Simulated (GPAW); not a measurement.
# Ni3 Cu4 Ni3 111: parallel and opposed starts

Aim: find out whether Ni3 Cu4 Ni3 111 carries moments, and which collinear order costs least.

Main program and level: GPAW 26.7.0; PBE; plane waves with GPAW's PAW setups, scalar-relativistic.

**1. Set-up**

The cell holds 10 atoms: 6 Ni and 4 Cu. Its edges and angles: a = 2.556 Å, b = 2.556 Å, c = 29.972 Å, α = 90.0°, β = 90.0°, γ = 120.0°. ideal sites on the substrate's mesh, layer spacings from atomic volumes, unrelaxed, 12 A of vacuum. Vacuum lies along c.

**2. Start 1: ferro ++++++**

The parallel start comes first: it fits the smallest cell, keeps the most symmetry and shows whether parallel moments form.

File order1.py:

```python
import json
import numpy as np
from ase import Atoms
from ase.parallel import paropen, parprint
from gpaw import GPAW

atoms = Atoms(['Ni', 'Ni', 'Ni', 'Cu', 'Cu', 'Cu', 'Cu', 'Ni', 'Ni', 'Ni'],
    cell=[[2.556191, 0.0, 0.0],
         [-1.278096, 2.213726, 0.0],
         [0.0, 0.0, 29.972302]],
    scaled_positions=[[0.0, 0.0, 0.200185],
         [0.333333, 0.666667, 0.264452],
         [0.666667, 0.333333, 0.328719],
         [0.0, 0.0, 0.39564],
         [0.333333, 0.666667, 0.465213],
         [0.666667, 0.333333, 0.534787],
         [0.0, 0.0, 0.60436],
         [0.333333, 0.666667, 0.671281],
         [0.666667, 0.333333, 0.735548],
         [0.0, 0.0, 0.799815]],
    pbc=True,
    magmoms=[0.8, 0.8, 0.8, 0.0, 0.0, 0.0, 0.0, 0.8, 0.8, 0.8])
atoms.calc = GPAW(mode={'name': 'pw', 'ecut': 450},
    xc='PBE',
    kpts={'size': (20, 20, 1), 'gamma': True},
    occupations={'name': 'fermi-dirac', 'width': 0.05},
    convergence={'density': 1e-05, 'energy': 1e-05},
    maxiter=200,
    mixer={'name': 'pulay', 'beta': 0.03, 'nmaxold': 8, 'weight': 100},
    symmetry={'tolerance': 1e-4},
    txt='order1.txt')
e = atoms.get_potential_energy(force_consistent=True)
res = {'free_energy': e, 'energy_sigma0': atoms.get_potential_energy(), 'fermi_energy': atoms.calc.get_fermi_level()}
res['moments'] = atoms.get_magnetic_moments().tolist()
res['total'] = atoms.get_magnetic_moment()
parprint('site moments (muB):', np.round(res['moments'], 3))
parprint(f"total moment: {res['total']:.3f} muB")
parprint(f'free energy: {e:.6f} eV')
atoms.calc.write('order1.gpw')
with paropen('results.json', 'w') as f:
    json.dump(res, f)
```

On the command line:

```console
OMP_NUM_THREADS=1 mpirun -n 4 gpaw python order1.py > order1.log
```

Numbers of over 12 decimals in the logs are rounded to 6 here.

Log:

```text
site moments (muB): [0.761 0.731 0.517 0.003 0.006 0.006 0.003 0.517 0.731 0.761]
total moment: 3.809 muB
free energy: -56.601413 eV

--- order1.txt ---
Input parameters:
  mode=PW(ecut=450),
  convergence={'density': 1e-05, 'energy': 1e-05},
  kpts=MonkhorstPack(size=(20, 20, 1), gamma=True),
  maxiter=200,
  mixer=Pulay(name='pulay', nmaxold=8, beta=0.03, weight=100, sigma=0.015, g_ss=None),
  occupations=Occupations(name='fermi-dirac', width=0.05),
  symmetry=Symmetry(tolerance=0.0001),
  xc=XC(name='PBE')

Diagonalizing LCAO Hamiltonian
Converting LCAO to pw mode

       Ni

           Ni

        Ni

       Cu

           Cu

        Cu

       Cu

           Ni

        Ni

       Ni

Atoms  # Å, Bohr magnetons
|   | symbol |         x |        y |         z |    initial magnetic moments |
|---|--------|-----------|----------|-----------|-----------------------------|
| 0 |     Ni |  0.000000 | 0.000000 |  6.000005 | ( 0.0000,  0.0000,  0.8000) |
| 1 |     Ni | -0.000002 | 1.475818 |  7.926235 | ( 0.0000,  0.0000,  0.8000) |
| 2 |     Ni |  1.278097 | 0.737908 |  9.852465 | ( 0.0000,  0.0000,  0.8000) |
| 3 |     Cu |  0.000000 | 0.000000 | 11.858242 | ( 0.0000,  0.0000,  0.0000) |
| 4 |     Cu | -0.000002 | 1.475818 | 13.943505 | ( 0.0000,  0.0000,  0.0000) |
| 5 |     Cu |  1.278097 | 0.737908 | 16.028797 | ( 0.0000,  0.0000,  0.0000) |
| 6 |     Cu |  0.000000 | 0.000000 | 18.114060 | ( 0.0000,  0.0000,  0.0000) |
| 7 |     Ni | -0.000002 | 1.475818 | 20.119837 | ( 0.0000,  0.0000,  0.8000) |
| 8 |     Ni |  1.278097 | 0.737908 | 22.046067 | ( 0.0000,  0.0000,  0.8000) |
| 9 |     Ni |  0.000000 | 0.000000 | 23.972297 | ( 0.0000,  0.0000,  0.8000) |

Unit cell  # Å
| periodic |         x |        y |         z |   lengths |     angles |
|----------|-----------|----------|-----------|-----------|------------|
|      yes |  2.556191 | 0.000000 |  0.000000 |  2.556191 |  90.000000 |
|      yes | -1.278096 | 2.213726 |  0.000000 |  2.556191 |  90.000000 |
|      yes |  0.000000 | 0.000000 | 29.972302 | 29.972302 | 120.000014 |

Number of symmetries: 12

BZ-sampling:
  Number of BZ points: 400
  Number of IBZ points: 44

  Monkhorst-Pack size: [20, 20, 1]
  Monkhorst-Pack shift: [0.025, 0.025, 0.0]

K-points  # in reciprocal-cell coordinates
|     |                                coordinates |     weight |
|-----|--------------------------------------------|------------|
|   0 | ( -0.00000000,  -0.00000000,   0.00000000) | 0.00250000 |
|   1 | (  0.05000000,  -0.00000000,   0.00000000) | 0.01500000 |
|   2 | (  0.10000000,  -0.05000000,   0.00000000) | 0.01500000 |
|   3 | (  0.10000000,  -0.00000000,   0.00000000) | 0.01500000 |
|   4 | (  0.15000000,  -0.05000000,   0.00000000) | 0.03000000 |
|   5 | (  0.15000000,  -0.00000000,   0.00000000) | 0.01500000 |
|   6 | (  0.20000000,  -0.10000000,   0.00000000) | 0.01500000 |
|   7 | (  0.20000000,  -0.05000000,   0.00000000) | 0.03000000 |
|   8 | (  0.20000000,  -0.00000000,   0.00000000) | 0.01500000 |
|   9 | (  0.25000000,  -0.10000000,   0.00000000) | 0.03000000 |
| ... |                                            |            |
|  43 | (  0.50000000,   0.50000000,   0.00000000) | 0.00750000 |

Plane wave coefficients: 3781
Cutoff: 450.000000 eV

Spin-components: 2 (collinear spins)
Bands:           91
Projectors:      60
Spin-degeneracy: 1
Datatype:        complex128

Parallelization:
  kpt:    4
  domain: 1
  band:   1

Density:
  Valence electrons: 140.0
  Components: 2
  Grid points: [ 14  14 147]
  Charge: 0.0  # |e|

Potential:
  Grid points: [ 14  14 147]

species:
  Ni:
    name:    Nickel
    Z:       28.0
    valence: 16
    core:    12
    charge:  0.0  # [|e|]
    compensation charges:
      type: gauss
      rc: 0.36  # [Å]
      lmax: 2
    cutoffs:
      filter: 2.14  # [Å]
      core: 1.98  # [Å]
    projectors
    | kind |    occ | energy [eV] | rcut [Å] |
    |------|--------|-------------|----------|
    |   4s |  2.000 |      -5.642 |    1.164 |
    |   3p |  6.000 |     -71.394 |    1.207 |
    |   4p |  0.000 |      -1.226 |    1.207 |
    |   3d |  8.000 |      -8.875 |    1.138 |
    |    s |        |      21.570 |    1.164 |
    |    d |        |      18.337 |    1.138 |

    Using partial waves for Ni as LCAO basis

  Cu:
    name:    Copper
    Z:       29.0
    valence: 11
    core:    18
    charge:  0.0  # [|e|]
    compensation charges:
      type: gauss
      rc: 0.33  # [Å]
      lmax: 2
    cutoffs:
      filter: 2.06  # [Å]
      core: 2.43  # [Å]
    projectors
    | kind |    occ | energy [eV] | rcut [Å] |
    |------|--------|-------------|----------|
    |   4s |  1.000 |      -4.609 |    1.164 |
    |   4p |  0.000 |      -0.698 |    1.164 |
    |   3d | 10.000 |      -5.039 |    1.058 |
    |    s |        |      22.603 |    1.164 |
    |    p |        |      26.513 |    1.164 |
    |    d |        |      22.172 |    1.058 |

    Using partial waves for Cu as LCAO basis

Reference energy: -428293.798048  # eV

eigensolver:
  PPCG
  Converge bands: occupied
  niter=2

density mixing:
  Pulay-Mixer
  Linear mixing parameters: 0.03
  Old densities: 8
  Fourier metric: weight=100, sigma=0.015

occupation numbers:
  Fermi-Dirac:
    width: 0.0500  # eV

poisson solver:
  ecut: 3600.000000  # eV

xc functional:
  name: PBE with 2 nearest neighbor stencil

convergence criteria:
- Maximum integral of absolute [dens]ity change: 1e-05 electrons / valence electron
- Maximum [total energy] change in last 3 cyles: 1e-05 eV / valence electron
- Maximum integral of absolute [eigenst]ate change: 4e-08 eV^2 / valence electron
maximum number of iterations: 200

SCF iterations
|iter     |      energy | eigst |  dens |  magmom |
|---------|-------------|-------|-------|---------|
|iter:   1|       0s |  -85.970623 | +0.59 |       |  +4.8043|
|iter:   2|      13s | -192.001993 | +1.15 | -0.72 |  +4.6706|
|iter:   3|      26s |  -64.519971 | -0.18 | -0.56 |  +4.6358|
|iter:   4|      40s |  -59.157488 | -1.24 | -1.01 |  +4.6387|
|iter:   5|      53s |  -57.723312 | -1.76 | -1.20 |  +4.6160|
|iter:   6|      66s |  -57.774742 | -1.46 | -1.34 |  +4.5413|
|iter:   7|      80s |  -56.974076 | -2.26 | -1.23 |  +4.5039|
|iter:   8|      93s |  -56.790115 | -1.92 | -1.37 |  +4.3939|
|iter:   9|     106s |  -56.501206 | -2.34 | -1.54 |  +4.3046|
|iter:  10|     120s |  -56.415804 | -3.09 | -1.60 |  +4.2737|
[... 31 iterations left out ...]
|iter:  42|     532s |  -56.556184c| -7.60c| -4.30 |  +3.8099|
|iter:  43|     545s |  -56.556184c| -7.63c| -4.32 |  +3.8095|
|iter:  44|     558s |  -56.556180c| -7.75c| -4.38 |  +3.8092|
|iter:  45|     571s |  -56.556174c| -7.75c| -4.50 |  +3.8092|
|iter:  46|     578s |  -56.556173c| -8.10c| -4.71 |  +3.8093|
|iter:  47|     584s |  -56.556173c| -8.29c| -4.77 |  +3.8093|
|iter:  48|     591s |  -56.556169c| -7.80c| -4.79 |  +3.8091|
|iter:  49|     597s |  -56.556168c| -8.07c| -4.92 |  +3.8091|
|iter:  50|     603s |  -56.556166c| -7.77c| -4.98 |  +3.8089|
|iter:  51|     610s |  -56.556166c| -7.99c| -5.10c|  +3.8090|

Converged in 51 steps
Energy contributions relative to reference atoms: (reference = -428293.798048)

Energy contributions:
  Kinetic:         -14.155062
  Coulomb:          13.651786
  Zero:              1.218021
  External:          0.000000
  Xc:              -57.225665
  Entropy:          -0.090493
  Spinorbit:         0.000000
  ----------------------------
  Free energy:     -56.601413
  Extrapolated:    -56.556166

dipole moment: (-10.784377, -18.679093, 0.000001)  # |e|*Ang

Total magnetic moment: (0.000000, 0.000000, 3.808957)

Local magnetic moments
|        x |        y |        z |
|----------|----------|----------|
| 0.000000 | 0.000000 | 0.761469 |  # Ni   0
| 0.000000 | 0.000000 | 0.731364 |  # Ni   1
| 0.000000 | 0.000000 | 0.516726 |  # Ni   2
| 0.000000 | 0.000000 | 0.002854 |  # Cu   3
| 0.000000 | 0.000000 | 0.005592 |  # Cu   4
| 0.000000 | 0.000000 | 0.005592 |  # Cu   5
| 0.000000 | 0.000000 | 0.002854 |  # Cu   6
| 0.000000 | 0.000000 | 0.516726 |  # Ni   7
| 0.000000 | 0.000000 | 0.731364 |  # Ni   8
| 0.000000 | 0.000000 | 0.761469 |  # Ni   9

Fermi level: 3.890
Eigenvalues  # (at kpt = [-0.000, -0.000, 0.000])
| band index |      eig [eV] | occ [0-1] |      eig [eV] | occ [0-1] |
|------------|---------------|-----------|---------------|-----------|
|          0 |       -60.388 |     1.000 |       -59.465 |     1.000 |
|        ... |               |           |               |           |
|         67 |         2.615 |     1.000 |         3.230 |     1.000 |
|         68 |         2.626 |     1.000 |         3.231 |     1.000 |
|         69 |         2.865 |     1.000 |         3.498 |     1.000 |
|         70 |         2.865 |     1.000 |         3.498 |     1.000 |
|         71 |         2.867 |     1.000 |         3.498 |     1.000 |
|         72 |         2.867 |     1.000 |         3.499 |     1.000 |
|         73 |         3.253 |     1.000 |         4.033 |     0.054 |
|         74 |         3.253 |     1.000 |         4.059 |     0.032 |
|         75 |         3.253 |     1.000 |         4.059 |     0.032 |
|         76 |         3.253 |     1.000 |         4.060 |     0.032 |
|         77 |         4.009 |     0.084 |         4.060 |     0.032 |
|         78 |         4.139 |     0.007 |         4.137 |     0.007 |
|         79 |         8.481 |     0.000 |         8.464 |     0.000 |
|         80 |         8.861 |     0.000 |         8.922 |     0.000 |
|         81 |         9.432 |     0.000 |         9.428 |     0.000 |
|         82 |        10.636 |     0.000 |        10.726 |     0.000 |
|        ... |               |           |               |           |
|         90 |        21.028 |     0.000 |        21.079 |     0.000 |

No gap
No difference between direct/indirect transitions
```

Wall time 11 min (4 MPI ranks of Arm Neoverse V2, shared host); peak memory 1.4 GiB; 42 min of CPU time.

Spin moment in the augmentation sphere by atom:

```csv
atom,spin moment in the augmentation sphere (μB)
Ni1,0.761
Ni2,0.731
Ni3,0.517
Cu4,0.003
Cu5,0.006
Cu6,0.006
Cu7,0.003
Ni8,0.517
Ni9,0.731
Ni10,0.761
```

Numbers from this step:

```yaml
magnetization: 3.809 μB
final_state: ferromagnetic
```

After 51 cycles the largest moment stands at 0.761 μB.

[end of part 1 of 2]

[Logs and program files are shortened in this print: banners, set-up blocks, solver, clock and traceback lines can be left out without a mark of their own.]

[Logs are printed without paths, hosts, clocks, repeated set-up lines and the standing remarks that a program may print on its own settings, such as how far it seeks lower states.]

[Hosts, paths, dates, database ids (printed as entryN), source tags and the programs' standing remarks are cut or masked in the printed files.]

[Where a cell is said to come from a database of computed structures, the database is the Materials Project.]
